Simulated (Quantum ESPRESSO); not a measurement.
**Projected density of states of magnetic Cobalt**

Aim: the densities of states of Cobalt in the lowest state of several starts.

Program: Quantum ESPRESSO 7.5. Level of theory: PBEsol; plane waves with GBRV 1.5 PBEsol potentials, no spin-orbit coupling. Results are calculated unless marked as measured.

## Step 1: Set-up

Symmetry: P6_3/mmc, No. 194, hexagonal system. The conventional cell has a = 2.507 Å, b = 2.507 Å, c = 4.070 Å, α = 90.00°, β = 90.00°, γ = 120.00°. Co has 12 Co at 2.50 to 2.51 Å nearest.

The cell comes from the Crystallography Open Database.

## Step 2: Ground-state run

This state came out lowest in a comparison of starts that is told elsewhere.

File pw.in:

```
&CONTROL
  calculation = 'scf'
  prefix = 'pwscf'
  outdir = './tmp'
  pseudo_dir = './pseudo'
  disk_io = 'low'
/
&SYSTEM
  ibrav = 0
  celldm(1) = 8
  nat = 2
  ntyp = 1
  ecutwfc = 40
  ecutrho = 280
  nbnd = 30
  occupations = 'smearing'
  smearing = 'fd'
  degauss = 0.00734986
  nspin = 2
  starting_magnetization(1) = 0.1176
/
&ELECTRONS
  conv_thr = 4d-09
  electron_maxstep = 150
  mixing_beta = 0.3
/
ATOMIC_SPECIES
Co     58.9332 co_pbesol_v1.2.uspp.F.UPF
CELL_PARAMETERS alat
   0.5922874106108    0.0000000000000    0.0000000000000
  -0.2961437053054    0.5129359439191    0.0000000000000
   0.0000000000000    0.0000000000000    0.9613745443268
ATOMIC_POSITIONS crystal
Co      0.3333333333    0.6666666667    0.2500000000
Co      0.6666666667    0.3333333333    0.7500000000
K_POINTS automatic
12 12 6 0 0 0
```

On the command line:

```
> OMP_NUM_THREADS=1 mpirun -n 4 pw.x -nk 4 -in pw.in > pw.out
```

Log:

```text
Program PWSCF v.7.5 starts

     Message from routine setup:
     using ibrav=0 with symmetry is DISCOURAGED, use correct ibrav instead

     K-points division:     npool     =       4
     Subspace diagonalization in iterative solution of the eigenvalue problem:

     bravais-lattice index     =            0
     lattice parameter (alat)  =       8.0000  a.u.
     unit-cell volume          =     149.5403 (a.u.)^3
     number of atoms/cell      =            2
     number of atomic types    =            1
     number of electrons       =        34.00
     number of Kohn-Sham states=           30
     kinetic-energy cutoff     =      40.0000  Ry
     charge density cutoff     =     280.0000  Ry
     scf convergence threshold =      4.0E-09
     mixing beta               =       0.3000
     number of iterations used =            8  plain     mixing
     Exchange-correlation= SLA  PW   PSX  PSC
                           (   1   4  10   8   0   0   0)

     celldm(1)=   8.000000  celldm(2)=   0.000000  celldm(3)=   0.000000
     celldm(4)=   0.000000  celldm(5)=   0.000000  celldm(6)=   0.000000

     crystal axes: (cart. coord. in units of alat)
               a(1) = (   0.592287   0.000000   0.000000 )
               a(2) = (  -0.296144   0.512936   0.000000 )
               a(3) = (   0.000000   0.000000   0.961375 )

     reciprocal axes: (cart. coord. in units 2 pi/alat)
               b(1) = (  1.688370  0.974781 -0.000000 )
               b(2) = (  0.000000  1.949561  0.000000 )
               b(3) = (  0.000000 -0.000000  1.040177 )

     PseudoPot. # 1 for Co read from file:
     co_pbesol_v1.2.uspp.F.UPF
     Pseudo is Ultrasoft + core correction, Zval = 17.0

     atomic species   valence    mass     pseudopotential
     Co               17.00    58.93320     Co( 1.00)

     Starting magnetic structure
     atomic species   magnetization
     Co              0.118

     24 Sym. Ops., with inversion, found (12 have fractional translation)

   Cartesian axes

     site n.     atom                  positions (alat units)
         1        Co     tau(   1) = (  -0.0000000   0.3419573   0.2403436  )
         2        Co     tau(   2) = (   0.2961437   0.1709786   0.7210309  )

     number of k points=    76  Fermi-Dirac smearing, width (Ry)=  0.0073
                       cart. coord. in units 2pi/alat
        k(    1) = (   0.0000000   0.0000000   0.0000000), wk =   0.0011574
        k(    2) = (   0.0000000   0.0000000   0.1733629), wk =   0.0023148
        k(    3) = (   0.0000000   0.0000000   0.3467258), wk =   0.0023148
        k(    4) = (   0.0000000   0.0000000  -0.5200887), wk =   0.0011574
        k(    5) = (   0.0000000   0.1624634   0.0000000), wk =   0.0069444
        [... 71 further k-points ...]

     Dense  grid:    11825 G-vectors     FFT dimensions: (  25,  25,  48)

     Smooth grid:     5191 G-vectors     FFT dimensions: (  20,  20,  32)

     Check: negative core charge=   -0.000055
     Generating pointlists ...
     new r_m :   0.2433 (alat units)  1.9467 (a.u.) for type    1

     Initial potential from superposition of free atoms

     starting charge      32.0000, renormalised to      34.0000
     Starting wfcs are   26 randomized atomic wfcs +    4 random wfcs

     Self-consistent Calculation

     iteration #  1     ecut=    40.00 Ry     beta= 0.30
     Davidson diagonalization with overlap
     ethr =  1.00E-02,  avg # of iterations =  4.7

     total energy              =    -593.18714614 Ry
     estimated scf accuracy    <      15.16951827 Ry

     total magnetization       =     2.13 Bohr mag/cell
     absolute magnetization    =     2.18 Bohr mag/cell

     iteration #  2     ecut=    40.00 Ry     beta= 0.30
     Davidson diagonalization with overlap
     ethr =  1.00E-02,  avg # of iterations =  2.0

     total energy              =    -596.40220318 Ry
     estimated scf accuracy    <       0.76748090 Ry

     total magnetization       =     3.10 Bohr mag/cell
     absolute magnetization    =     3.25 Bohr mag/cell

     [... further iterations left out ...]

     iteration # 10     ecut=    40.00 Ry     beta= 0.30
     Davidson diagonalization with overlap
     ethr =  2.92E-10,  avg # of iterations =  1.5

     total energy              =    -596.54385840 Ry
     estimated scf accuracy    <       0.00000001 Ry

     total magnetization       =     3.39 Bohr mag/cell
     absolute magnetization    =     3.72 Bohr mag/cell

     iteration # 11     ecut=    40.00 Ry     beta= 0.30
     Davidson diagonalization with overlap
     ethr =  3.01E-11,  avg # of iterations =  1.1

     Magnetic moment per site  (integrated on atomic sphere of radius R)
     atom   1 (R=0.243)  charge= 15.6049  magn=  1.7707
     atom   2 (R=0.243)  charge= 15.6049  magn=  1.7707

     End of self-consistent calculation

     Number of k-points >= 100: set verbosity='high' to print the bands.

     the Fermi energy is    17.8530 ev

!    total energy              =    -596.54385844 Ry
     estimated scf accuracy    <          2.2E-09 Ry
     smearing contrib. (-TS)   =      -0.00447951 Ry
     internal energy E=F+TS    =    -596.53937893 Ry

     The total energy is F=E-TS. E is the sum of the following terms:
     one-electron contribution =    -313.41272336 Ry
     hartree contribution      =     177.78359725 Ry
     xc contribution           =     -64.65889275 Ry
     ewald contribution        =    -396.25136006 Ry

     total magnetization       =     3.39 Bohr mag/cell
     absolute magnetization    =     3.72 Bohr mag/cell

     convergence has been achieved in  11 iterations

=------------------------------------------------------------------------------=
   JOB DONE.
=------------------------------------------------------------------------------=
```

The job ended after 7.5 s (4 MPI ranks of Arm Neoverse V2, shared host; peak memory 0.27 GiB; 30 s of CPU time).

Spin moment in the atom's sphere by atom:

| atom | spin moment in the atom's sphere (μB) |
| --- | --- |
| Co1 | 1.77 |
| Co2 | 1.77 |

Read from the output:

- smearing term TS: 0.06095 eV
- magnetization: 3.392 μB
- absolute magnetization: 3.719 μB
- final state: ferromagnetic

## Step 3: Post-processing

File projwfc.in:

```
&PROJWFC
  prefix = 'pwscf'
  outdir = './tmp'
  filpdos = 'pdos'
  ngauss = 0
  degauss = 0.01
  DeltaE = 0.05
  Emin = 8.85
  Emax = 22.85
/
```

On the command line:

```
> OMP_NUM_THREADS=1 mpirun -n 4 projwfc.x -nk 4 -in projwfc.in > projwfc.out
```

Log:

```text
[banner, memory and clock lines left out]
Program PROJWFC v.7.5 starts

     [... lines left out ...]
     IMPORTANT: XC functional enforced from input :
     Exchange-correlation= PBESOL
                           (   1   4  10   8   0   0   0)
     Any further DFT definition will be discarded
     Please, verify this is what you really want

     G-vector sticks info

     Check: negative core charge=   -0.000055

     Gaussian broadening (read from input): ngauss,degauss=   0    0.010000

     Calling projwave ....

  Problem Sizes
  natomwfc =           26
  nbnd     =           30
  nkstot   =          152
  npwx     =          660
  nkb      =           36

     Atomic states used for projection
     (read from pseudopotential files):

     state #   1: atom   1 (Co ), wfc  1 (l=0 m= 1)
     state #   2: atom   1 (Co ), wfc  2 (l=1 m= 1)
     state #   3: atom   1 (Co ), wfc  2 (l=1 m= 2)
     state #   4: atom   1 (Co ), wfc  2 (l=1 m= 3)
     state #   5: atom   1 (Co ), wfc  3 (l=2 m= 1)
     state #   6: atom   1 (Co ), wfc  3 (l=2 m= 2)
     state #   7: atom   1 (Co ), wfc  3 (l=2 m= 3)
     state #   8: atom   1 (Co ), wfc  3 (l=2 m= 4)
     state #   9: atom   1 (Co ), wfc  3 (l=2 m= 5)
     state #  10: atom   1 (Co ), wfc  4 (l=0 m= 1)
     state #  11: atom   1 (Co ), wfc  5 (l=1 m= 1)
     state #  12: atom   1 (Co ), wfc  5 (l=1 m= 2)
     state #  13: atom   1 (Co ), wfc  5 (l=1 m= 3)
     state #  14: atom   2 (Co ), wfc  1 (l=0 m= 1)
     state #  15: atom   2 (Co ), wfc  2 (l=1 m= 1)
     state #  16: atom   2 (Co ), wfc  2 (l=1 m= 2)
     state #  17: atom   2 (Co ), wfc  2 (l=1 m= 3)
     state #  18: atom   2 (Co ), wfc  3 (l=2 m= 1)
     state #  19: atom   2 (Co ), wfc  3 (l=2 m= 2)
     state #  20: atom   2 (Co ), wfc  3 (l=2 m= 3)
     state #  21: atom   2 (Co ), wfc  3 (l=2 m= 4)
     state #  22: atom   2 (Co ), wfc  3 (l=2 m= 5)
     state #  23: atom   2 (Co ), wfc  4 (l=0 m= 1)
     state #  24: atom   2 (Co ), wfc  5 (l=1 m= 1)
     state #  25: atom   2 (Co ), wfc  5 (l=1 m= 2)
     state #  26: atom   2 (Co ), wfc  5 (l=1 m= 3)

 [... projections of the bands left out ...]

Lowdin Charges:

     Atom #   1: total charge =  16.9799, s =  2.3572, p =  7.1109, d =  7.5118,
                 spin up      =   9.3426, s =  1.1695,
                 spin up      =   9.3426, p =  3.5043, pz=  1.1681, px=  1.1681, py=  1.1681,
                 spin up      =   9.3426, d =  4.6688, dz2=  0.9259, dxz=  0.9390, dyz=  0.9390, dx2-y2=  0.9324, dxy=  0.9324,
                 spin down    =   7.6373, s =  1.1877,
                 spin down    =   7.6373, p =  3.6066, pz=  1.2043, px=  1.2011, py=  1.2011,
                 spin down    =   7.6373, d =  2.8429, dz2=  0.5751, dxz=  0.5630, dyz=  0.5630, dx2-y2=  0.5709, dxy=  0.5709,
                 polarization =   1.7053, s = -0.0183, p = -0.1023, d =  1.8259,
     Atom #   2: total charge =  16.9799, s =  2.3572, p =  7.1109, d =  7.5118,
                 spin up      =   9.3426, s =  1.1695,
                 spin up      =   9.3426, p =  3.5043, pz=  1.1681, px=  1.1681, py=  1.1681,
                 spin up      =   9.3426, d =  4.6688, dz2=  0.9259, dxz=  0.9390, dyz=  0.9390, dx2-y2=  0.9324, dxy=  0.9324,
                 spin down    =   7.6373, s =  1.1877,
                 spin down    =   7.6373, p =  3.6066, pz=  1.2043, px=  1.2011, py=  1.2011,
                 spin down    =   7.6373, d =  2.8429, dz2=  0.5751, dxz=  0.5630, dyz=  0.5630, dx2-y2=  0.5709, dxy=  0.5709,
                 polarization =   1.7053, s = -0.0183, p = -0.1023, d =  1.8259,
     Spilling Parameter:   0.0012
```

Wall time 1.2 s (4 MPI ranks); peak memory 0.05 GiB.

The density of states has structure finer than the step of the table below, so its rows give means over 0.5 eV, whole bins alone (the curve runs from -9.00 to 5.05 eV). Peaks (eV: height): up -4.40: 2.04, -3.50: 2.45, -2.35: 3.17, -0.85: 4.24; down -2.05: 2.18, -0.55: 2.96, 1.20: 3.99, 3.30: 0.577; Co1 d up -4.40: 0.854, -3.50: 1.09, -2.35: 1.49, -0.85: 2.1; Co1 d down -2.05: 0.902, -0.55: 1.35, 1.20: 1.97.

Gaussian broadening of 0.136 eV on the SCF mesh. Table of density of states by energy, zero at the Fermi level; means over each step; values in states/eV/cell:

| energy (eV) | up | down | Co1 d up | Co1 d down |
| --- | --- | --- | --- | --- |
| -8.5 | 0.0466 | 0.0458 | 5.6e-5 | 0 |
| -8.0 | 0.0816 | 0.0699 | 3.6e-4 | 1.6e-4 |
| -7.5 | 0.0842 | 0.0726 | 8.9e-4 | 3.9e-4 |
| -7.0 | 0.117 | 0.127 | 0.00241 | 0.00129 |
| -6.5 | 0.156 | 0.115 | 0.00670 | 0.00246 |
| -6.0 | 0.196 | 0.196 | 0.0151 | 0.00636 |
| -5.5 | 0.364 | 0.167 | 0.0643 | 0.0104 |
| -5.0 | 1.01 | 0.238 | 0.335 | 0.0216 |
| -4.5 | 1.68 | 0.381 | 0.679 | 0.0614 |
| -4.0 | 1.70 | 0.700 | 0.743 | 0.190 |
| -3.5 | 2.00 | 0.878 | 0.889 | 0.298 |
| -3.0 | 2.23 | 1.32 | 1.03 | 0.525 |
| -2.5 | 3.04 | 1.46 | 1.43 | 0.604 |
| -2.0 | 2.26 | 1.69 | 1.05 | 0.702 |
| -1.5 | 1.94 | 1.40 | 0.937 | 0.625 |
| -1.0 | 3.45 | 2.49 | 1.70 | 1.13 |
| -0.5 | 0.839 | 2.46 | 0.374 | 1.13 |
| 0.0 | 0.279 | 1.52 | 0.0996 | 0.716 |
| 0.5 | 0.236 | 1.56 | 0.0586 | 0.762 |
| 1.0 | 0.442 | 2.92 | 0.107 | 1.44 |
| 1.5 | 0.158 | 1.61 | 0.0295 | 0.773 |
| 2.0 | 0.270 | 0.367 | 0.0463 | 0.134 |
| 2.5 | 0.253 | 0.457 | 0.0402 | 0.157 |
| 3.0 | 0.191 | 0.194 | 0.0273 | 0.0538 |
| 3.5 | 0.291 | 0.344 | 0.0377 | 0.0863 |
| 4.0 | 0.152 | 0.184 | 0.0177 | 0.0426 |
| 4.5 | 0.136 | 0.332 | 0.0145 | 0.0672 |

## Step 4: Results

```yaml
state: ferromagnetic
largest_moment_in_a_sphere: 1.77 μB
```

The most distinct maxima of the density of states (up) lie at -4.40, -3.50, -2.35, -0.85 and 0.90 eV, the highest at -0.853 eV. These are Kohn–Sham states without spin–orbit coupling, on the mesh of the self-consistent run. Energies are free energies at an electronic temperature of 1160 K, which lowers moments and differences where the moments are itinerant.

[Logs and program files are shortened in this print: banners, set-up blocks, solver, clock and traceback lines can be left out without a mark of their own.]

[Logs are printed without paths, hosts, clocks, repeated set-up lines and the standing remarks that a program may print on its own settings, such as how far it seeks lower states.]

[Hosts, paths, dates, database ids (printed as entryN), source tags and the programs' standing remarks are cut or masked in the printed files.]

[Where a cell is said to come from a database of computed structures, the database is the Materials Project.]
